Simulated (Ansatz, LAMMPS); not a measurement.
# Static equation of state of glassy 72SiO2-23Al2O3-3MgO-3K2O (mol %) (134 atoms)

Density of this cell: 2.57 g/cm³. The cell holds 134 atoms: 28 Si, 18 Al, 1 Mg, 2 K and 85 O. Its edges and angles: a = 12.111 Å, b = 11.944 Å, c = 12.218 Å, α = 91.0°, β = 88.6°, γ = 90.7°. The starting structure: 134 atoms (28 Si, 18 Al, 1 Mg, 2 K, 85 O) placed at random at 2.47 g/cm³, melted at 4000 K for 10 ps at fixed volume with the Morse and Coulomb pair potential with partial charges (Pedone, Malavasi, Menziani, Cormack and Segre, J. Phys. Chem. B 110, 11780 (2006)). Quenched from 4000 K to 300 K at 25 K/ps and fixed volume, held 10 ps at zero pressure, then minimised at fixed cell.

Calculated with Ansatz 0.2.0: Kohn-Sham DFT, PBE, PAW (set soft_2), plane waves; cutoff 420 eV, Γ point, gaussian smearing of 0.025 eV. Cell and atoms were relaxed first, to V0 = 13.182 Å³ an atom at a residual P0 = 0.002 GPa. The cell was then scaled evenly, and the atoms were relaxed at each volume.

| volume (Å³/atom) | pressure (GPa) |
| --- | --- |
| 11.864 | 7.837 |
| 12.391 | ? |
| 12.787 | 2.316 |
| 13.578 | -1.574 |
| 13.973 | -3.349 |

Task: Fit the third-order Birch–Murnaghan equation to the rows given and interpolate to the withheld row.

**Working.**

Take the Eulerian strain f = ½[(V0/V)^(2/3) − 1] and the normalised pressure F = (P − P0) / [3f(1 + 2f)^(5/2)]. The third-order Birch–Murnaghan equation is then the line F = B0 + (3/2)B0(B′ − 4) f, so u = f and v = F.

| u = f | v = F (GPa) |
| --- | --- |
| 0.0363829 | 60.2207 |
| 0.0102570 | 71.4645 |
| -0.00975657 | 56.5554 |
| -0.0190506 | 64.6111 |

With n = 4: mean u = 0.00445819, mean v = 63.2129, Σ(u − ū)² = 0.0018075, Σ(u − ū)(v − v̄) = 0.014088. Slope b = 0.014088 / 0.0018075 = 7.7941; intercept a = v̄ − b ū = 63.178.

So B0 = a = 63.2 GPa and B′ = 4 + 2b/(3a) = 4.08. At the withheld volume f = 0.02106, F = a + b f = 63.34 GPa, and P = P0 + 3f(1 + 2f)^(5/2) F.

Prediction at 12.391: 4.438 GPa. The run gave 4.614 GPa, so the fit is low by 0.18 GPa (3.8 % of the value).

The series isn't one smooth equation of state: even a line fitted to all rows, the withheld one included, misses F by up to 12.0 % and an atom moves over 0.5 Å in some relaxation. B0 and B′ are then only the numbers of this fit, not moduli of the material. Among the rows given, the largest miss of the fit is at 11.864, by 0.42 GPa (3.8 % of the range of the table).

Limits: Static cells at zero temperature; the cell shape is held. The program notes that the SCF threshold of these relaxations is loose for the stress. The quench rate of 25 K/ps is many orders above laboratory rates, so the cell is likely richer in defects and strain than a real sample. The network of bonds at the start is that of the classical potential that made the cell, and needn't be the one that DFT or experiment would give. Only the Γ point is sampled, in a cell whose shortest periodic width is 12 Å.

[Hosts, paths, dates, database ids (printed as entryN), source tags and the programs' standing remarks are cut or masked in the printed files.]
